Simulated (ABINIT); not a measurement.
**SiC (Moissanite): G0W0 with ABINIT, start to end**

How does a plane-wave GW calculation on SiC (Moissanite) run from the first input to the gap?

Calculated with ABINIT 10.8.3; PBE and many-body steps on it, plane waves.

**The experiments to reproduce.**

- Gap 3.03 eV: indirect gap, experimental literature value; quoted from earlier experiment; bulk crystal (quoted in “Charge spill-out and work function of few-layer graphene on SiC(0001)”, 2018, arxiv:1806.04908).

- Gap 3.02 eV: band gap at cryogenic temperature; bulk crystal (literature value) (quoted in “Silicon carbide diodes for neutron detection”, 2020, arxiv:2009.14696).

- Gap 3 eV: optical absorption onset, approximate; UV-Vis-NIR transmission; bulk crystal (400 micron semi-insulating 6H-SiC wafer) (“Effects of energetic ion irradiation on WSe2/SiC heterostructures”, 2017, pmc:5482891).

Most raw output is cut from this account.

## 1. Set-up

Symmetry: P6_3mc, No. 186, hexagonal system. Conventional cell: a = 3.081 Å, b = 3.081 Å, c = 15.125 Å, α = 90.00°, β = 90.00°, γ = 120.00°. Nearest to Si lie 4 C at 1.88 to 1.90 Å. Si has 4 C at 1.89 Å nearest. Nearest to Si lie 4 C at 1.89 Å. C has 4 Si at 1.88 to 1.89 Å nearest. Nearest to C lie 4 Si at 1.89 Å. C has 4 Si at 1.89 to 1.90 Å nearest. Farther neighbours are not listed.

The cell and positions come from the Crystallography Open Database and are kept as given unless a step says otherwise.

## 2. Ground state

This step: ABINIT 10.8.3; DFT, PBE, plane waves, norm-conserving pseudopotentials.

The ground-state density comes first.

The input, run.abi:

```
acell 3*1.0 Angstrom
rprim 
  3.081000000023 -0.000000000005 0.000000000000
  -1.540500000007 2.668224269083 0.000000000000
  0.000000000000 0.000000000000 15.124800000000
ntypat 2
znucl 14 6
natom 12
typat 1 1 1 1 1 1 2 2 2 2 2 2
xred 
  0.000000000000 0.000000000000 0.000000000000
  0.000000000000 0.000000000000 0.500000000000
  0.333333333333 0.666666666667 0.166400000000
  0.666666666667 0.333333333333 0.666400000000
  0.666666666667 0.333333333333 0.332900000000
  0.333333333333 0.666666666667 0.832900000000
  0.333333333333 0.666666666667 0.041200000000
  0.666666666667 0.333333333333 0.541200000000
  0.666666666667 0.333333333333 0.208000000000
  0.333333333333 0.666666666667 0.708000000000
  0.000000000000 0.000000000000 0.374600000000
  0.000000000000 0.000000000000 0.874600000000
pp_dirpath "pseudos"
pseudos "Si.upf, C.upf"
ecut 37
ngkpt 6 6 2
nshiftk 1
shiftk 0 0 0
kptopt 1
chksymbreak 0
nband 34
occopt 1
tolvrs 1e-10
nstep 60
prtwf 0
indata_prefix "in"
outdata_prefix "out"
tmpdata_prefix "tmp"
```

Command:

```console
$ OMP_NUM_THREADS=1 mpirun -n 4 abinit run.abi > log
```

It took 53 s on 4 MPI ranks of Arm Neoverse V1, shared host; peak memory 0.45 GiB.

Numbers from this step:

* total energy: -1676.7154 eV
* gap: 2.017 eV
* k of the valence top: 0, 0, 0
* k of the conduction bottom: 0.5, 0, 0
* least direct gap: 3.123 eV
* pressure: 2.616 GPa

The gap is indirect, with the least direct gap 1.11 eV higher.

The cutoff was set for levels, not for stress, so the pressure can be off by some GPa.

## 3. Bands along the symmetry lines

The cheap functional maps the bands first; the places of the edges decide which points the dearer methods must see.

Changes to run.abi since step 2:

```diff
@@ -25,12 +25,53 @@
 ecut 37
-ngkpt 6 6 2
-nshiftk 1
-shiftk 0 0 0
-kptopt 1
-chksymbreak 0
-nband 34
-occopt 1
-tolvrs 1e-10
-nstep 60
+iscf -2
+irdden 1
+kptopt 0
+nkpt 39
+kpt 
+  0.00000000 0.00000000 0.00000000
+  0.12500000 0.00000000 0.00000000
+  0.25000000 0.00000000 0.00000000
+  0.37500000 0.00000000 0.00000000
+  0.50000000 0.00000000 0.00000000
+  0.45833333 0.08333333 0.00000000
+  0.41666666 0.16666666 0.00000000
+  0.37500000 0.25000000 0.00000000
+  0.33333333 0.33333333 0.00000000
+  0.25000000 0.25000000 0.00000000
+  0.16666666 0.16666666 0.00000000
+  0.08333333 0.08333333 0.00000000
+  0.00000000 0.00000000 0.00000000
+  0.00000000 0.00000000 0.12500000
+  0.00000000 0.00000000 0.25000000
+  0.00000000 0.00000000 0.37500000
+  0.00000000 0.00000000 0.50000000
+  0.12500000 0.00000000 0.50000000
+  0.25000000 0.00000000 0.50000000
+  0.37500000 0.00000000 0.50000000
+  0.50000000 0.00000000 0.50000000
+  0.45833333 0.08333333 0.50000000
+  0.41666666 0.16666666 0.50000000
+  0.37500000 0.25000000 0.50000000
+  0.33333333 0.33333333 0.50000000
+  0.25000000 0.25000000 0.50000000
+  0.16666666 0.16666666 0.50000000
+  0.08333333 0.08333333 0.50000000
+  0.00000000 0.00000000 0.50000000
+  0.50000000 0.00000000 0.50000000
+  0.50000000 0.00000000 0.37500000
+  0.50000000 0.00000000 0.25000000
+  0.50000000 0.00000000 0.12500000
+  0.50000000 0.00000000 0.00000000
+  0.33333333 0.33333333 0.50000000
+  0.33333333 0.33333333 0.37500000
+  0.33333333 0.33333333 0.25000000
+  0.33333333 0.33333333 0.12500000
+  0.33333333 0.33333333 0.00000000
+istwfk *1
+nband 39
+nbdbuf 10
+tolwfr 1e-07
+nstep 50
 prtwf 0
+prtvol 0
 indata_prefix "in"
```

The job ended after 66 s (4 MPI ranks; peak memory 0.52 GiB).

Numbers from this step:

```
gap                        : 2.012 eV
k of the valence top       : 0, 0, 0
k of the conduction bottom : 0.5, 0, 0.25
least direct gap           : 3.123 eV
```

The gap is 2.012 eV, −0.005 eV from the run before at this level.

Electronic bands along the path, in eV, zero at the top of the highest filled band:

| point | band 21 | band 22 | band 23 | band 24 | band 25 | band 26 | band 27 | band 28 |
| --- | --- | --- | --- | --- | --- | --- | --- | --- |
| Γ | -0.29 | -0.04 | 0.00 | 0.00 | 5.16 | 5.34 | 5.74 | 6.25 |
| halfway | -1.17 | -1.09 | -0.70 | -0.54 | 3.67 | 3.89 | 4.38 | 5.01 |
| M | -1.84 | -1.76 | -1.66 | -1.11 | 2.02 | 2.21 | 3.23 | 3.89 |
| halfway | -2.44 | -2.22 | -2.00 | -1.77 | 2.85 | 3.50 | 4.51 | 4.92 |
| K | -3.14 | -2.21 | -2.08 | -2.08 | 3.49 | 3.49 | 3.75 | 5.04 |
| halfway | -1.78 | -1.73 | -1.30 | -0.72 | 4.79 | 4.86 | 4.97 | 5.06 |
| Γ | -0.29 | -0.04 | 0.00 | 0.00 | 5.16 | 5.34 | 5.74 | 6.25 |
| halfway | -0.20 | -0.20 | -0.02 | -0.02 | 5.18 | 5.30 | 5.81 | 6.15 |
| A | -0.09 | -0.09 | -0.09 | -0.09 | 5.23 | 5.23 | 5.97 | 5.97 |
| halfway | -1.00 | -1.00 | -0.71 | -0.71 | 3.77 | 3.77 | 4.73 | 4.73 |
| L | -1.72 | -1.72 | -1.31 | -1.31 | 2.06 | 2.06 | 3.45 | 3.45 |
| halfway | -2.68 | -2.68 | -1.67 | -1.67 | 3.20 | 3.20 | 4.48 | 4.48 |
| H | -2.63 | -2.63 | -2.27 | -2.27 | 3.68 | 3.68 | 4.32 | 4.32 |
| halfway | -1.96 | -1.96 | -0.85 | -0.85 | 4.74 | 4.74 | 5.12 | 5.12 |
| A | -0.09 | -0.09 | -0.09 | -0.09 | 5.23 | 5.23 | 5.97 | 5.97 |
| jump to L | -1.72 | -1.72 | -1.31 | -1.31 | 2.06 | 2.06 | 3.45 | 3.45 |
| halfway | -2.00 | -1.64 | -1.53 | -1.16 | 2.01 | 2.16 | 3.29 | 3.68 |
| M | -1.84 | -1.76 | -1.66 | -1.11 | 2.02 | 2.21 | 3.23 | 3.89 |
| jump to H | -2.63 | -2.63 | -2.27 | -2.27 | 3.68 | 3.68 | 4.32 | 4.32 |
| halfway | -2.97 | -2.33 | -2.16 | -2.16 | 3.58 | 3.58 | 3.91 | 4.80 |
| K | -3.14 | -2.21 | -2.08 | -2.08 | 3.49 | 3.49 | 3.75 | 5.04 |

## 4. Empty states on the mesh, 3×3×1 mesh, 697 bands

The sums over transitions need many empty states on a uniform mesh; this step solves for them.

The input, run.abi:

```
acell 3*1.0 Angstrom
rprim 
  3.081000000023 -0.000000000005 0.000000000000
  -1.540500000007 2.668224269083 0.000000000000
  0.000000000000 0.000000000000 15.124800000000
ntypat 2
znucl 14 6
natom 12
typat 1 1 1 1 1 1 2 2 2 2 2 2
xred 
  0.000000000000 0.000000000000 0.000000000000
  0.000000000000 0.000000000000 0.500000000000
  0.333333333333 0.666666666667 0.166400000000
  0.666666666667 0.333333333333 0.666400000000
  0.666666666667 0.333333333333 0.332900000000
  0.333333333333 0.666666666667 0.832900000000
  0.333333333333 0.666666666667 0.041200000000
  0.666666666667 0.333333333333 0.541200000000
  0.666666666667 0.333333333333 0.208000000000
  0.333333333333 0.666666666667 0.708000000000
  0.000000000000 0.000000000000 0.374600000000
  0.000000000000 0.000000000000 0.874600000000
pp_dirpath "pseudos"
pseudos "Si.upf, C.upf"
ecut 37
ngkpt 3 3 1
nshiftk 1
shiftk 0 0 0
kptopt 1
chksymbreak 0
iscf -2
irdden 1
istwfk *1
nband 697
nbdbuf 62
tolwfr 1e-09
nstep 60
prtvol 0
indata_prefix "in"
outdata_prefix "out"
tmpdata_prefix "tmp"
```

Command:

```console
$ OMP_NUM_THREADS=1 mpirun -n 3 abinit run.abi > log
```

Wall time 11 min (3 MPI ranks); peak memory 0.65 GiB; 34 min of CPU time.

This step gave:

```
gap                                                           : 2.813 eV
k of the valence top                                          : 0, 0, 0
k of the conduction bottom                                    : 0.3333, 0, 0
least direct gap                                              : 3.641 eV
k points computed                                             : 3
lowest point of the top converged band, above the valence top : 150.3709 eV
```

On this mesh the gap is 2.813 eV. The earlier step found 2.017 eV, so this mesh misses an edge.

## 5. Screening, 3×3×1 mesh, 635 bands, screening to 375.5 eV

The RPA dielectric matrix is built and inverted for each q.

This step: RPA screening on PBE, plane waves, norm-conserving pseudopotentials.

Changes to run.abi since step 4:

```diff
@@ -30,10 +30,11 @@
 chksymbreak 0
-iscf -2
-irdden 1
 istwfk *1
-nband 697
-nbdbuf 62
-tolwfr 1e-09
-nstep 60
-prtvol 0
+occopt 1
+irdwfk 1
+optdriver 3
+nband 635
+ecuteps 13.8
+inclvkb 2
+awtr 1
+symchi 1
 indata_prefix "in"
```

Command:

```console
$ OMP_NUM_THREADS=1 mpirun -n 4 abinit run.abi > log
```

Wall time 12 min (4 MPI ranks); peak memory 4.2 GiB; 47 min of CPU time.

This step gave:

```
ε∞ with local fields, on this mesh, along the program's q direction : 9.791
the same without local fields                                       : 10.71
plasma frequency                                                    : 23.07 eV
plane waves in the screening matrix                                 : 2039
```

Local fields lower ε∞ by 9 %. On a Γ-centred mesh this coarse the value itself is usually too large, while a short band sum pulls it down.

## 6. Self-energy, 3×3×1 mesh, 635 bands, screening to 375.5 eV

The self-energy is evaluated for the states that the input lists, and the levels follow from it, in one-shot runs by the linearised quasiparticle equation.

This step: G0W0 on PBE, plane waves, norm-conserving pseudopotentials.

Changes to run.abi since step 5:

```diff
@@ -33,8 +33,17 @@
 irdwfk 1
-optdriver 3
+optdriver 4
 nband 635
+gwcalctyp 0
+ecutsigx 37
+symsigma 1
+nkptgw 2
+kptgw 
+  0.0000000000 0.0000000000 0.0000000000
+  0.3333333333 0.0000000000 0.0000000000
+bdgw 
+  23 26
+  23 26
 ecuteps 13.8
-inclvkb 2
-awtr 1
-symchi 1
+irdscr 1
+ppmodel 1
 indata_prefix "in"
```

Elapsed: 18 min, on 4 MPI ranks; peak memory 6.4 GiB.

This step gave:

| Item | Value |
| --- | --- |
| G0W0 gap on the points computed | 3.606 eV |
| starting gap on the mesh | 2.813 eV |
| k of the valence top | 0, 0, 0 |
| k of the conduction bottom | 0.3333, 0, 0 |
| Z at the valence top | 0.787 |
| Z at the conduction bottom | 0.812 |
| least direct G0W0 gap on the computed points | 4.525 eV |

The gap on the mesh goes from 2.81 eV to 3.61 eV, a correction of +0.79 eV. The start differs from the 2.02 eV found before because the two sample other k points.

Limits: finite bands, cutoff and mesh; coarse k mesh. v1 is the top filled band, c1 the lowest empty one. The levels before and after the correction (eV, zero at the valence-band top of each column):

|  | conduction bottom | valence top |
| --- | --- | --- |
| Kohn-Sham | 2.81 | 0.00 |
| G0W0 | 3.61 | 0.00 |

|  | level | energy (eV) |
| --- | --- | --- |
| Kohn-Sham | Γ v2-v1 | 0.000 |
| Kohn-Sham | Γ c1 | 5.164 |
| Kohn-Sham | Γ c2 | 5.336 |
| Kohn-Sham | (0.333 0 0) v2 | -1.079 |
| Kohn-Sham | (0.333 0 0) v1 | -0.829 |
| Kohn-Sham | (0.333 0 0) c1 | 2.813 |
| Kohn-Sham | (0.333 0 0) c2 | 2.903 |
| G0W0 | Γ v2-v1 | 0.000 |
| G0W0 | Γ c1 | 6.109 |
| G0W0 | Γ c2 | 6.274 |
| G0W0 | (0.333 0 0) v2 | -1.131 |
| G0W0 | (0.333 0 0) v1 | -0.919 |
| G0W0 | (0.333 0 0) c1 | 3.606 |
| G0W0 | (0.333 0 0) c2 | 3.711 |

## 7. Where the time went

Times are wall times on the hardware named with each run, good to a factor of about two.

| step | time | share | memory (GiB) |
| --- | --- | --- | --- |
| ground state | 53 s | 2 % | 0.45 |
| bands along the symmetry lines | 66 s | 3 % | 0.52 |
| empty states on the mesh | 11 min | 27 % | 0.65 |
| screening | 12 min | 27 % | 4.2 |
| self-energy | 18 min | 42 % | 6.4 |

## 8. Summary of results

```
PBE gap                              : 2.01 eV, indirect
G0W0 gap on the mesh                 : 3.61 eV
G0W0 gap over the zone (rigid shift) : 2.81 eV
GW settings                          : 3×3×1 mesh, 635 bands, screening to 375.5 eV, Godby-Needs plasmon pole
known limits                         : not at the basis limit; coarse k mesh
```

G0W0 moves the gap on the mesh from 2.81 eV to 3.61 eV (+0.79 eV), with Z of 0.79 and 0.81 at the edges. The mesh misses the band edges by 0.80 eV in all; a rigid shift gives 2.81 eV for the zone. Local fields lower the RPA ε∞ on this mesh from 10.71 to 9.79; a Γ-centred mesh this coarse tends to raise both, most where the direct gap is narrow, while a short band sum lowers them. Only 2 of the mesh's irreducible points were corrected, so a valley elsewhere could overtake. The dearest step here is «self-energy». Against experiment, by G0W0@PBE: the gap of 2.81 eV lies −0.22 eV from the measured 3.03 eV (indirect, quoted 2018); the gap of 2.81 eV lies −0.21 eV from the measured 3.02 eV (kind not stated, quoted 2020); the gap of 2.81 eV lies −0.19 eV from the measured 3 eV (optical, 2017). An exciton line or allowed optical edge lies below the quasiparticle gap by the binding energy; a forbidden edge can push the onset above it. The calculation has static nuclei and no excitons; a measured gap holds zero-point and thermal motion, which mostly lowers it. Bands and cutoff are finite, so the gap is not at the basis limit. The miss can reach some tenths of an eV and take either sign; the mesh is an error of its own. In the G0W0 run levels were corrected at 2 k points alone, so a gap called «on the mesh» is the least over those, and an edge elsewhere would be missed. A denser mesh or path gives a starting gap of 2.01 eV: the GW mesh misses a band edge, so its gaps are not the fundamental one. The 3×3×1 mesh is coarse for this cell, which bears on the long-range parts of exchange and screening.

[Paths, hosts, dates, memory and timing lines, banners, echoed tables and standing remarks are left out of the program output.]

[Logs are printed without paths, hosts, clocks, repeated set-up lines and the standing remarks that a program may print on its own settings, such as how far it seeks lower states.]

[Runs of the session that timed out or met a known fault of the program may be left out.]

[Hosts, paths, dates, database ids (printed as entryN), source tags and the programs' standing remarks are cut or masked in the printed files.]

[G0W0 gaps are taken among the corrected bands and points alone; a level outside them can change the order at an edge.]

[Where Ansatz stands beside ABINIT at settings called matched, ABINIT's density can come from a denser mesh and the files from another edition; pairs whose starting gaps differed by over 0.03 eV were left out, so agreement reads better than it is.]
